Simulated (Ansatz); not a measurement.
# What ZrCdS3 (model cell, started as cubic perovskite with Zr in the octahedra) distorts into, part 3 of 3

Wanted: the energy along a soft mode of ZrCdS3 (model cell, started as cubic perovskite with Zr in the octahedra) and the structure at the end.

Ansatz 0.2.0; DFT PBEsol, scalar-relativistic, plane waves, PAW; PAW set soft_1.

So far. Step 5 (Energy along the mode, all amplitudes (two of the runs …): The energy still falls at the last step, so the rise lies beyond the steps tried. Step 7 (The new phase in its own primitive cell): The largest force component left is 0.50 meV/Å and the pressure is 0.000 GPa, within the tolerances set. The cell now holds 22.07 Å³/atom. The relaxed cell has a = 6.792, c = 4.784 Å (conventional setting).

The structure was built from a prototype and need not be the compound's stable phase.

## 8. Modes of the new phase, k-mesh 6×6×8

A relaxed structure may still be a saddle point, so its zone-centre modes are computed. No field response is asked, since the mesh shows no gap.

Input file input.yaml:

```yaml
crystal:
  lattice:
    - [6.7922584286, 0.0, 0.0]
    - [0.0, 6.7922584286, 0.0]
    - [0.0, 0.0, 4.7841958236]
  atoms:
    - { symbol: Cd, position: [0.5, 0.0, 0.0] }
    - { symbol: Cd, position: [0.0, 0.5, 0.0] }
    - { symbol: Zr, position: [0.0, 0.0, 0.5] }
    - { symbol: Zr, position: [0.5, 0.5, 0.5] }
    - { symbol: S, position: [0.1594591168, 0.6594591168, 0.5] }
    - { symbol: S, position: [0.8405408832, 0.3405408832, 0.5] }
    - { symbol: S, position: [0.6594591168, 0.8405408832, 0.5] }
    - { symbol: S, position: [0.3405408832, 0.1594591168, 0.5] }
    - { symbol: S, position: [0.0, 0.0, 0.0] }
    - { symbol: S, position: [0.5, 0.5, 0.0] }
kpoints:
  mp_grid: { grid: [6, 6, 8] }
hamiltonian:
  xc: pbesol
  pseudopotentials: { kind: paw, azcp: { folder: soft_1 }, xc_functional: pbe }
scf:
  occupations: { method: methfessel_paxton, width: 0.2 }
output:
  eigenvalues: true
phonons:
  method: dfpt
```

Run with:

```sh
> ansatz run input.yaml --threads 8 --pin off --max-ram 16384MiB --backend cpu --events-out ev --progress --plain --runs-dir out
```

The program printed:

```text
zone centre: on kpoints.mp_grid the ground state, and the responses unless they are solved on pairs of k-points, stand on 100 of the mesh's 288 k-points, reduced under 2 symmetry operations, with k and −k counted as one. Each operation leaves every solved displacement unchanged or reverses it
[...]
Crystal: 10 atoms, lattice volume = 220.718 Å³
Basis set: ecut = 420 eV, 4267 PW (Γ), exchange–correlation on 96×96×64 points (8 copies of the dense FFT grid, shifted against one another)
Bands: 60, of which v1, the nominal top of the filled ones, is band 50 counted from 1 (49 counted from 0)
Symmetry: 16 space group operations
k-points: 100 of 288 (irreducible under 2 space group operations, time reversal used)
[...]
SCF iter   1: F=—  HF=-29945.656207 eV  |F-HF|=—  |Δ(HF+E_count)|=         —  Δρ=4.02e-2  dr2=7.53e0  ethr=3.10e-3  ⟨swp⟩=6.2  Hψ=23018  notcnv=0
[...]
SCF iter  13: F=-29943.701504 eV  HF=-29943.701504 eV  |F-HF|=0.00e0  |Δ(HF+E_count)|=  1.46e-11  S|Δr|=    0.00e0  Δρ=2.26e-8  dr2=1.24e-12  ethr=1.00e-12  ⟨swp⟩=15.0  Hψ=33321  notcnv=0
SCF 1 converged in 13 iterations: F = -29943.701504 eV  dr2 = 1.24e-12
[...]
DFPT response loops at Γ: preconditioner auto → Kerker (q_TF=auto, 2.391 Å⁻¹) (partly filled bands, converged f_vac=0.006); β = 1.00, the filter's whole step (`scf.mixing.beta` (0.50) is not read by the response loops under this deck's `scf.mixing.preconditioner`; to damp them name `kerker` or `kerker_dos`, under which they read `scf.mixing.beta`, and type it under 1.00, their step now; both keys bind the ground state too); Broyden in place of MSR1
SCF converged after 13 iterations
[...]
Free energy (F): -29943.701504 eV
[...]
Internal energy: -29943.706338 eV  (E = F + TS)
E sigma→0 (E₀):  -29943.702713 eV
Entropy (-TS):   0.004834 eV (0.483 meV/atom)
Fermi energy:    8.434345 eV
[...]
--- Band table (eV; the first three rows and the last of 100) ---
  k-point 0: bands = [... 46 lower, 7.2639, 7.3769, 8.1606, 8.1606, 8.2171, 8.7196, 8.8961, 8.8961, ... 6 higher]
  k-point 1: bands = [... 46 lower, 7.0493, 7.0493, 8.2007, 8.2007, 8.6657, 9.0082, 9.4068, 9.4068, ... 6 higher]
  k-point 2: bands = [... 46 lower, 7.6221, 7.6221, 8.3165, 8.3165, 9.4148, 9.5903, 9.5929, 10.0335, ... 6 higher]
  k-point 99: bands = [... 46 lower, 6.8028, 6.8028, 7.3380, 7.3380, 10.0992, 10.0992, 10.6337, 10.6337, ... 6 higher]
--- Phonons (Γ-DFPT): 8 representative perturbations + reference, on 100 of 288 k-points (Σ response iterations 26) ---
  k mesh reduced under 2 symmetry operations, with k and −k counted as one. Each operation leaves every solved displacement unchanged or reverses it
  ASR residual: 4.614e-5 → 0.000e0 eV/Å²; symmetrization residual: 9.016e-6 eV/Å²
  ASR residual per site (eV/Å²): 2.69e-5 2.69e-5 4.61e-5 4.61e-5 1.02e-5 1.02e-5 1.02e-5 1.02e-5 9.68e-6 9.68e-6
  Γ frequencies (cm⁻¹): -129.52 -129.52 -73.77 -73.77 -13.70 -13.70 0.00 0.00 0.00 23.07 23.07 30.62 32.81 44.45 65.35 65.35 80.93 108.14 130.51 130.51 175.98 175.98 252.56 262.64 283.73 283.73 308.87 373.05 411.20 418.94
  non-analytic LO–TO correction: not included (Born effective charges unavailable; polar crystals: no LO–TO splitting at Γ)
```

The job ended after 2.5 min (8 threads of AMD EPYC 7B13 (Zen 3), shared host; peak memory 4 GiB; 18 min of CPU time).

Read from the output:

```yaml
sum_rule_residual_before_enforcement: 4.61e-5 eV/Å²
point_group: 4/mmm
highest_optical_mode_at_the_zone_centre_no_lo_to_term: 418.9 cm⁻¹
lowest_optical_zone_centre_mode: -129.5 cm⁻¹
```

Patterns of degenerate modes are one choice out of their space. The modes at Γ (shares of kinetic energy by element, %) (negative means imaginary):

| mode | frequency (cm⁻¹) | symmetry | Cd % | Zr % | S % |
| --- | --- | --- | --- | --- | --- |
| 1 | -129.5 | Eu | 3 | 10 | 87 |
| 2 | -129.5 | Eu | 3 | 10 | 87 |
| 3 | -73.8 | Eu | 44 | 1 | 55 |
| 4 | -73.8 | Eu | 44 | 1 | 55 |
| 5 | -13.7 | Eg | 0 | 0 | 100 |
| 6 | -13.7 | Eg | 0 | 0 | 100 |
| 7 | 0.0 | acoustic | 37 | 30 | 32 |
| 8 | 0.0 | acoustic | 37 | 30 | 32 |
| 9 | 0.0 | acoustic | 37 | 30 | 32 |
| 10 | 23.1 | Eu | 65 | 26 | 9 |
| 11 | 23.1 | Eu | 65 | 26 | 9 |
| 12 | 30.6 | B1u | 85 | 0 | 15 |
| 13 | 32.8 | A2u | 35 | 52 | 13 |
| 14 | 44.5 | A1u | 0 | 85 | 15 |
| 15 | 65.3 | Eu | 40 | 20 | 40 |
| 16 | 65.3 | Eu | 40 | 20 | 40 |
| 17 | 80.9 | A2u | 27 | 3 | 69 |
| 18 | 108.1 | B1u | 15 | 0 | 85 |
| 19 | 130.5 | Eu | 6 | 14 | 80 |
| 20 | 130.5 | Eu | 6 | 14 | 80 |
| 21 | 176.0 | Eu | 4 | 88 | 8 |
| 22 | 176.0 | Eu | 4 | 88 | 8 |
| 23 | 252.6 | A1g | 0 | 0 | 100 |
| 24 | 262.6 | B2g | 0 | 0 | 100 |
| 25 | 283.7 | Eu | 0 | 10 | 90 |
| 26 | 283.7 | Eu | 0 | 10 | 90 |
| 27 | 308.9 | B1g | 0 | 0 | 100 |
| 28 | 373.1 | A2g | 0 | 0 | 100 |
| 29 | 411.2 | A2u | 0 | 14 | 86 |
| 30 | 418.9 | A1u | 0 | 15 | 85 |

Displacements in mode 1 (-129.5 cm⁻¹), the largest set to 1:
```
Cd1 -0.10 -0.10  0.00
Cd2  0.00  0.00  0.00
Zr3 -0.19 -0.08  0.00
Zr4 -0.08 -0.19  0.00
S5  -0.11 -0.11  0.00
S6  -0.11 -0.11  0.00
S7   0.09  0.09  0.00
S8   0.09  0.09  0.00
S9   1.00  0.18  0.00
S10  0.17  1.00  0.00
```

Displacements in mode 13 (32.8 cm⁻¹), the largest set to 1:
```
Cd1  0.00  0.00 -0.74
Cd2  0.00  0.00 -0.74
Zr3  0.00  0.00  1.00
Zr4  0.00  0.00  1.00
S5   0.00  0.00 -0.42
S6   0.00  0.00 -0.42
S7   0.00  0.00 -0.42
S8   0.00  0.00 -0.42
S9   0.00  0.00  0.59
S10  0.00  0.00  0.59
```

Before it was imposed, the acoustic sum rule was missed by 4.6e-5 eV/Å². Small misses are needed for a sound result but don't prove that mesh and cutoff are converged. The lowest optical mode is imaginary, 129.5i cm⁻¹, so the energy falls along it.

## 9. What came out

| Item | Value |
| --- | --- |
| unstable mode of the parent | q = (0, -0.5, -0.5), 184i cm⁻¹ |
| depth at the lowest point sampled | 198 meV/atom |
| largest atomic shift at that point | 0.6 Å |
| space group reached | P4/mbm |
| energy gained over the parent (first relaxation, on the mesh of the frozen mode) | 297 meV/atom |
| volume per atom, phase reached | 22.1 Å³ |
| lowest optical zone-centre mode, phase reached | -130 cm⁻¹ |
| highest optical mode at the zone centre (no LO-TO term), phase reached | 419 cm⁻¹ |

In words: Along this mode the structure falls into P4/mbm, 297 meV/atom below the parent. At the parent's cell the well is 198.1 meV/atom deep on the steps tried, with its lowest point at a shift of 0.6 Å. That is the last step tried, so the steps alone don't bracket the bottom of the well. Relaxing atoms and cell changes the gain by +99.21 meV/atom against the lowest step (energies at zero smearing). The new phase still has an imaginary mode at the zone centre of its cell, so it is a saddle point on the way to a lower structure. Of the 4 patterns followed from this parent, this one ends 191 meV/atom above the lowest, R-3c. Each path keeps the symmetry of its pattern, so a lower phase may lie along a pattern not tried. With no gap, or one that is small against the smearing, the frequencies hang on the k mesh and the smearing, most of all near Kohn anomalies. A semilocal functional can close a gap that the real compound would have, so the metallic treatment may be an artefact of the level. The PAW files were made for PBE and serve the other functionals too. A phonon run warned that its eigensolver left some bands unconverged in a pass. The starting cell was built on a prototype and not taken from a measurement, so the phase need not exist.

[Long decimals in the printed logs are rounded to 6 places.]

[Logs are printed without paths, hosts, clocks, repeated set-up lines and the standing remarks that a program may print on its own settings, such as how far it seeks lower states.]

[Hosts, paths, dates, database ids (printed as entryN), source tags and the programs' standing remarks are cut or masked in the printed files.]

[Where the starting crystal was built by hand or by swapping elements, it need not be the compound's stable phase.]
